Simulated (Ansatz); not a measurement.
## Where S_O puts its levels in the gap of LiLaSO (P4/nmm)

Charge states of S_O in LiLaSO (P4/nmm), set against the band edges. Model: a cell of 64 host atoms with 1 O taken out and 1 S put in.

Calculated with Ansatz 0.2.0; place-levels on PBEsol runs: charge-transition levels and formation energies with image-charge correction and potential alignment at the atomic sites.

This is a report of a sequence of runs, with most program output left out.

## 1. The starting structure

The cell holds 64 atoms: 16 Li, 16 La, 17 S and 15 O. Its edges and angles: a = 11.242 Å, b = 11.242 Å, c = 8.634 Å, α = 90.0°, β = 90.0°, γ = 90.0°. It derives from LiLaSO (space group P4/nmm). Nearest the centre at fractional (0.500, 0.500, 0.000): S61 at 0.00 Å, La6 at 2.34 Å, La53 at 2.34 Å, La24 at 2.34 Å, La39 at 2.34 Å, O47 at 2.81 Å, O32 at 2.81 Å, O64 at 2.81 Å.

Known beforehand: the electronic dielectric constant, (5.41, 5.41, 5.12), and the static one, (20.61, 20.61, 13.45), from a response run on this crystal (DFPT, PBEsol) at that run's own cell.

The cell's shortest repeat is 8.6 Å.

## 2. What was run first

A transition level is the Fermi level at which two charge states cost the same, so each charge needs its own total energy, at its own relaxed structure.

Each atom starts 0.05 Å or so off its site in a random direction: a symmetric start keeps its symmetry, and would miss off-centre moves and Jahn–Teller distortions. Forces are taken at one point at (¼, ¼, ¼). The cell holds 1 electron more than the neutral one, with a uniform background that keeps it neutral on the whole. The electron count is odd, so at least one spin is unpaired; this run locks the moment at 1 μB.

The sampling was tested on the host first: at the k-points planned (1x1x1 shifted 0.25 0.25 0.25) its energy lies 0.000 eV an atom from the dense-mesh value, under the bound of 0.02 eV set for this test; that bounds the host's error, not the defect's.

One of the inputs; charge, spin and start change from state to state.

The input, qm1_M1.relax/input.yaml:

```yaml
crystal:
  lattice:
    - [7.94918281, 7.94918281, 0.0]
    - [-7.94918281, 7.94918281, 0.0]
    - [0.0, 0.0, 8.63382131]
  atoms:
    - { symbol: Li, position: [0.0, 0.25, 0.5] }
    - { symbol: Li, position: [0.25, 0.0, 0.5] }
[... 3 atom lines left out ...]
    - { symbol: La, position: [0.375, 0.375, 0.85598973] }
[... 5 atom lines left out ...]
    - { symbol: S, position: [0.375, 0.375, 0.33711286] }
[... 1 atom line left out ...]
    - { symbol: O, position: [0.25, 0.25, 0.0] }
[... 9 atom lines left out ...]
    - { symbol: La, position: [0.375, 0.625, 0.14401027] }
[... 1 atom line left out ...]
    - { symbol: S, position: [0.375, 0.625, 0.66288714] }
[... 3 atom lines left out ...]
    - { symbol: O, position: [0.25, 0.75, 0.0] }
[... 1 atom line left out ...]
    - { symbol: O, position: [0.25, 0.5, 0.0] }
[... 6 atom lines left out ...]
    - { symbol: La, position: [0.625, 0.375, 0.14401027] }
[... 1 atom line left out ...]
    - { symbol: S, position: [0.625, 0.375, 0.66288714] }
[... 4 atom lines left out ...]
    - { symbol: O, position: [0.75, 0.25, 0.0] }
    - { symbol: O, position: [0.5, 0.25, 0.0] }
[... 3 atom lines left out ...]
    - { symbol: Li, position: [0.5, 0.5, 0.5] }
[... 1 atom line left out ...]
    - { symbol: La, position: [0.625, 0.625, 0.85598973] }
[... 1 atom line left out ...]
    - { symbol: La, position: [0.625, 0.875, 0.14401027] }
    - { symbol: La, position: [0.875, 0.625, 0.14401027] }
[... 2 atom lines left out ...]
    - { symbol: S, position: [0.625, 0.625, 0.33711286] }
[... 1 atom line left out ...]
    - { symbol: S, position: [0.5, 0.5, 0.0] }
    - { symbol: O, position: [0.75, 0.75, 0.0] }
    - { symbol: O, position: [0.5, 0.75, 0.0] }
    - { symbol: O, position: [0.75, 0.5, 0.0] }
  host:
    repeats: [2, 2, 1]
    atoms:
      - { symbol: Li, position: [0.0, 0.5, 0.5] }
      - { symbol: Li, position: [0.5, 0.0, 0.5] }
      # ... 14 more atoms of the perfect host
total_charge: -1
basis:
  ecutwfc: 420
  xc_grid: 2
hamiltonian:
  xc: pbesol
kpoints:
  mp_grid: { grid: [1, 1, 1], shift: [0.25, 0.25, 0.25] }
magnetization:
  spin_polarized: true
  initial_magnetization: 1
  spin_locking: { lock_magnetization: hard }
scf:
  occupations: { method: fixed }
  max_iter: 60
output:
  forces: true
  charged_corrections:
    epsilon: [5.41, 5.41, 5.12]
    static_epsilon: [20.61, 20.61, 13.45]
    defect_position: [0.5, 0.5, 0.0]
relax:
  f_tol: 0.02
  max_steps: 80
  random_displacement: { amplitude: 0.05, seed: 5344 }
checkpoint:
  write: "../qm1_M1.relax.run"
  compress: false
  write_wavefunctions: true
  write_every: 100000
```

On the command line:

```console
$ ansatz run input.yaml --threads 4 --pin off --max-ram 7536MiB --backend cpu --events-out ev --progress --plain --runs-dir out
```

The relaxed structure is kept and the sampling changed to a 2×2×2 shifted mesh.

The run of this state that the levels use, under PBEsol:

The input, qm1_M1.point/input.yaml:

```yaml
crystal:
  checkpoint: "../qm1_M1.relax.run"
  host: checkpoint
total_charge: -1
basis:
  ecutwfc: 420
  xc_grid: 2
hamiltonian:
  xc: pbesol
kpoints:
  mp_grid: { grid: [2, 2, 2], shift: [0.5, 0.5, 0.5] }
magnetization:
  spin_polarized: true
  initial_magnetization: 1
  spin_locking: { lock_magnetization: hard }
scf:
  occupations: { method: fermi_dirac, width: 0.01 }
  max_iter: 60
output:
  forces: true
  eigenvalues: true
  charged_corrections:
    epsilon: [5.41, 5.41, 5.12]
    static_epsilon: [20.61, 20.61, 13.45]
    defect_position: [0.5, 0.5, 0.0]
  eigenstates: { localisation: true }
  populations: true
  efg: {}
  band_densities: [{ bands: [v1, v1] }, { bands: [c1, c1] }]
  write_density: true
  write_potential: true
  volumetric_format: npy
  elf: true
checkpoint:
  read: "../qm1_M1.relax.run"
  write: "../qm1_M1.point.run"
  compress: false
  write_wavefunctions: false
  write_every: 100000
```

Relaxations under PBEsol at one point at (¼, ¼, ¼); times on 4 threads of Intel Xeon Platinum 8223CL at 3.00GHz (Skylake/Cascade Lake), shared host:

```
charge  moment (μB)  occupations    outcome  steps  largest displacement against the far atoms (Å)     time
    −1            1        fixed  converged      8                                            0.27  2.6 min
     0            0        fixed  converged      7                                            0.25     68 s
    +1            1        fixed  converged     11                                            0.31  4.5 min
```

Single points under PBEsol at a 2×2×2 shifted mesh; times on 4 threads of Intel Xeon Platinum 8223CL at 3.00GHz (Skylake/Cascade Lake), shared host:

```
charge  moment (μB)  occupations    outcome     time
    −1            1  fermi-dirac  converged  3.6 min
     0            0  fermi-dirac  converged     72 s
    +1            1  fermi-dirac  converged  3.4 min
```

Distances (Å) from S61 to the nearest atoms after relaxation with PBEsol:

```
charge  moment (μB)       1.       2.       3.       4.      5.      6.
    −1            1  La 2.59  La 2.59  La 2.60  La 2.60  O 2.86  O 2.86
     0            0  La 2.59  La 2.59  La 2.59  La 2.59  O 2.86  O 2.86
    +1            1  La 2.63  La 2.63  La 2.64  La 2.64  O 2.70  O 2.77
```

## 3. place-levels, PBEsol

A charged cell interacts with its images and the background, and its potential has another zero than the host's. place-levels removes the first by a point-charge model, screened by the static dielectric constant since the ions have relaxed around the charge, and the second by comparing potentials at atoms far from the defect.

The host is a run of the defect-free crystal in the same cutoffs, grids and k-points, so that basis and sampling errors cancel in part in the differences. Its band edges come from a run of the primitive cell that searches the zone for them. The host is run in a cell of 16 atoms on a matching mesh. Chemical potentials are energies per atom of O (O2 molecule) and S (S12 rings, Pnnm, not the stable S8 form), run with the same functional and cutoff.

The input, levels.point.yaml:

```yaml
host:
  run: host.point.run
  levels_from: { run: edges.point.run }
states: [qm1_M1.point.run, q0.point.run, qp1_M1.point.run]
geometry_from:
  qm1_M1.point.run: qm1_M1.relax.run
  q0.point.run: q0.relax.run
  qp1_M1.point.run: qp1_M1.relax.run
  host.point.run: host.relax.run
chemical_potentials:
  O:
    energy: -558.282649
    dataset: "<sha256 of the dataset>"
  S:
    energy: -884.879081
    dataset: "<sha256 of the dataset>"
epsilon: [5.41, 5.41, 5.12]
static_epsilon: [20.61, 20.61, 13.45]
vertical:
  - { from: qm1_M1.point.run, to: qm1_M1.point_neutral.run }
  - { from: qp1_M1.point.run, to: qp1_M1.point_neutral.run }
```

On the command line:

```console
$ ansatz place-levels levels.point.yaml -- --threads 4 --pin off --max-ram 7536MiB
```

It took 0.47 s on 4 threads of Intel Xeon Platinum 8223CL at 3.00GHz (Skylake/Cascade Lake), shared host.

Under PBEsol the gap is 3.07 eV, (+1/0) 0.09, (0/−1) 3.11 (outside the gap) (with band filling) eV.

Levels between the charges placed, in eV above the valence top:

```
        gap (eV)  (+1/0)  (0/−1)
PBEsol      3.07    0.09    3.11
```

Corrections by state:

```
charge  moment (μB)  image terms and alignment (eV)  band filling (eV)                                  ε used  over the lowest of its charge, as the program ranks them, band filling apart (eV)
    +1          1.0                           0.194                  -  principal values (13.45, 20.61, 20.61)                                                                              0.000
     0          0.0                           0.000                  -                                       -                                                                              0.000
    −1          1.0                          -0.021             -0.229  principal values (13.45, 20.61, 20.61)                                                                              0.000
```

The charged structures listed were also run neutral, and place-levels reads from each pair, by the potential or the spins, how wide the charge is by which they differ; that can be the carrier of either run.

```
charge  rms radius (Å)  spread where it is widest against the cell (Å)  wide from (Å)  reading
    +1             3.1                                            2.52           1.95     wide
    −1             7.1                                            4.71           1.95     wide
```

The neutral runs of these pairs need not share the spin of the lowest neutral state, and very wide values only mean spread over the cell.

From the program's caveats on the states, each cut to its opening words:

- charge +1 (1 μB): it parts from the run at its places by a charge that spreads by about 2.5 Å along one vector (1.9 Å or more is wide), by its potential at epsilon [5.41, 5.41, [...]
- charge +1 (1 μB): its displacements don't fall off away from the defect: farther atoms stand 0.044 Å off the host's places
- charge 0: its displacements don't fall off away from the defect: farther atoms stand 0.033 Å off the host's places
- charge −1 (1 μB): it parts from the run at its places by a charge that spreads by about 4.7 Å along one vector (1.9 Å or more is wide), by its potential at epsilon [5.41, 5.41, [...]
- charge −1 (1 μB): a band-filling correction moves a carrier to the host's band edge, which changes its energy by -0.229 eV
- charge −1 (1 μB): its displacements don't fall off away from the defect: farther atoms stand 0.036 Å off the host's places

Formation energies (eV), elemental references (Δμ(O) = 0.00 eV, Δμ(S) = 0.00 eV):

```
charge  Fermi level at the valence top  at the conduction bottom
    +1                            4.50                      7.57
     0                            4.60                      4.60
    −1                            7.71                      4.64
```

## 4. Effect of the sampling

The relaxations' own energies give the levels at their sampling, for comparison.

The input, levels.relax_mesh.yaml:

```yaml
host:
  run: host.relax.run
  levels_from: { run: edges.relax.run }
states: [qm1_M1.relax.run, q0.relax.run, qp1_M1.relax.run]
chemical_potentials:
  O:
    energy: -558.282649
    dataset: "<sha256 of the dataset>"
  S:
    energy: -884.879081
    dataset: "<sha256 of the dataset>"
```

On the command line:

```console
$ ansatz place-levels levels.relax_mesh.yaml -- --threads 4 --pin off --max-ram 7536MiB
```

Elapsed: 0.17 s, on 4 threads.

Levels between neighbouring charges, in eV above the valence top:

```
                        gap (eV)  (+1/0)  (0/−1)
one point at (¼, ¼, ¼)      3.07    0.10    3.11
  a 2×2×2 shifted mesh      3.07    0.09    3.11
```

Going from one point at (¼, ¼, ¼) to a 2×2×2 shifted mesh moves the levels that carry no band-filling term by up to 0.00 eV and formation energies against the elements by up to 0.00 eV; band-filling terms, which differ between samplings, are in these energies.

## 5. Placing the levels, r2SCAN

r2SCAN on the same structure is run to see how far the result rests on the functional, though not on the errors that semilocal functionals share; the sampling changes too, to one point at (¼, ¼, ¼), so differences hold both changes.

The input, qm1_M1.r2scan/input.yaml:

```yaml
crystal:
  checkpoint: "../qm1_M1.relax.run"
  host: checkpoint
total_charge: -1
basis:
  ecutwfc: 500
  xc_grid: 2
hamiltonian:
  xc: r2scan
kpoints:
  mp_grid: { grid: [1, 1, 1], shift: [0.25, 0.25, 0.25] }
magnetization:
  spin_polarized: true
  initial_magnetization: 1
  spin_locking: { lock_magnetization: hard }
scf:
  occupations: { method: fermi_dirac, width: 0.01 }
  max_iter: 60
output:
  forces: true
  eigenvalues: true
  charged_corrections:
    epsilon: [5.41, 5.41, 5.12]
    static_epsilon: [20.61, 20.61, 13.45]
    defect_position: [0.5, 0.5, 0.0]
checkpoint:
  write: "../qm1_M1.r2scan.run"
  compress: false
  write_wavefunctions: false
  write_every: 100000
```

Run time: 1.7 min. Hardware: 4 threads; peak memory 4.6 GiB.

The input, levels.r2scan.yaml:

```yaml
host:
  run: host.r2scan.run
  levels_from: { run: edges.r2scan.run }
states: [qm1_M1.r2scan.run, q0.r2scan.run, qp1_M1.r2scan.run]
geometry_from:
  qm1_M1.r2scan.run: qm1_M1.relax.run
  q0.r2scan.run: q0.relax.run
  qp1_M1.r2scan.run: qp1_M1.relax.run
  host.r2scan.run: host.relax.run
chemical_potentials:
  O:
    energy: -565.983079
    dataset: "<sha256 of the dataset>"
  S:
    energy: -905.805179
    dataset: "<sha256 of the dataset>"
```

On the command line:

```console
$ ansatz place-levels levels.r2scan.yaml -- --threads 4 --pin off --max-ram 7536MiB
```

Wall time 0.29 s (4 threads).

Under r2SCAN the gap is 3.70 eV, (+1/0) 0.25, (0/−1) 3.71 (outside the gap) (with band filling) eV.

## 6. Another choice

In this try the input is made faulty on purpose, to show what that does.

A choice is tested by changing it alone.

levels.try0.yaml is levels.point.yaml with these lines changed:

```diff
-epsilon: [5.41, 5.41, 5.12]
-static_epsilon: [20.61, 20.61, 13.45]
+epsilon: 1.0001
+static_epsilon: 1.0001
```

On the command line:

```console
$ ansatz place-levels levels.try0.yaml -- --threads 4 --pin off --max-ram 7536MiB
```

The change: no screening of the image charge.

Levels in eV above the valence top; the changed ones are not the defect's:

```
           gap (eV)  (+1/0)  (0/−1)
  changed      3.07   -0.11    3.11
as set up      3.07    0.09    3.11
```

The largest shift is 0.20 eV, band-filling terms included.

## 7. Another choice

levels.try1.yaml is levels.point.yaml with these lines changed:

```diff
-epsilon: [5.41, 5.41, 5.12]
-static_epsilon: [20.61, 20.61, 13.45]
+epsilon: 7.06
+static_epsilon: 23.78
```

On the command line:

```console
$ ansatz place-levels levels.try1.yaml -- --threads 4 --pin off --max-ram 7536MiB
```

The change: single dielectric constants in place of the tensors, a third over their means.

Levels in eV above the valence top; the changed ones are not the defect's:

```
           gap (eV)  (+1/0)  (0/−1)
  changed      3.07    0.11    3.11
as set up      3.07    0.09    3.11
```

The largest shift is 0.01 eV, band-filling terms included.

## 8. Side by side

Levels between neighbouring charges, in eV above each run's own valence top:

```
                                        gap (eV)  (+1/0)  (0/−1)  CPU time a state at this stage (restarts are quicker than cold starts)
            PBEsol, 2×2×2 shifted mesh      3.07    0.09    3.11                                                                  10 min
r2SCAN on PBEsol structures, (¼, ¼, ¼)      3.70    0.25    3.71                                                                   5 min
```

## 9. Outcome

```yaml
gap_of_the_host: 3.07 eV (PBEsol)
level_plus_1_over_0: 0.09 eV above the valence top
level_0_minus_1: 3.11 eV above the valence top, past the conduction bottom (3.34 eV above the valence top without the band-filling term)
lowest_of_the_charges_placed_just_above_the_valence_top_0p02_ev: +1
lowest_of_the_charges_placed_just_below_the_conduction_bottom_0p02_ev: 0
lowest_formation_energy_at_mid_gap_of_the_charges_run_elemental_references: 4.60 eV
```

**Reading.** Of the charges placed (−1, 0 and +1), the lowest changes at 0.09 eV (+1/0) above the valence top, in a gap of 3.07 eV. (+1/0) lies nearer to a band edge than the share of the finite-size correction in it (0.19 eV), and that correction holds for a localised charge alone. (+1/0) lies 0.09 eV from a band edge, less than the doubt on such levels. Charges above +1 were not placed, so these runs say nothing of levels that involve them. States placed: +1 at 1 μB; 0 at 0 μB; −1 at 1 μB. Other spin states or structures, where not listed, weren't placed. The program finds carriers beyond a band edge of the host and adds a band-filling term at charge −1 (-0.23 eV); steps to such a charge show no bound level, and a defect level inside a band would be read the same way. Going from one point at (¼, ¼, ¼) to a 2×2×2 shifted mesh moves the levels that carry no band-filling term by up to 0.00 eV and formation energies against the elements by up to 0.00 eV; band-filling terms, which differ between samplings, are in these energies. What this leaves open: the images are only 8.6 Å apart; PBEsol makes the gap too small and tends to spread out bound carriers; where a gas molecule sets a chemical potential or the host's formation energy, its binding is uncorrected; spin–orbit coupling, which can matter with heavy atoms, is left out.

[Logs are printed without paths, hosts, clocks, repeated set-up lines and the standing remarks that a program may print on its own settings, such as how far it seeks lower states.]

[Hosts, paths, dates, database ids (printed as entryN), source tags and the programs' standing remarks are cut or masked in the printed files.]

[Where a table of states has a column of steps, it counts the stored structures, which are thinned; the runs took as many ionic steps or more.]

[A defect's name tells the site on which it was built; relaxed atoms can leave that site.]

[For some hosts the program warned that the k-mesh of the response run may be too coarse for force constants and the static dielectric constant; such warnings are not shown here.]
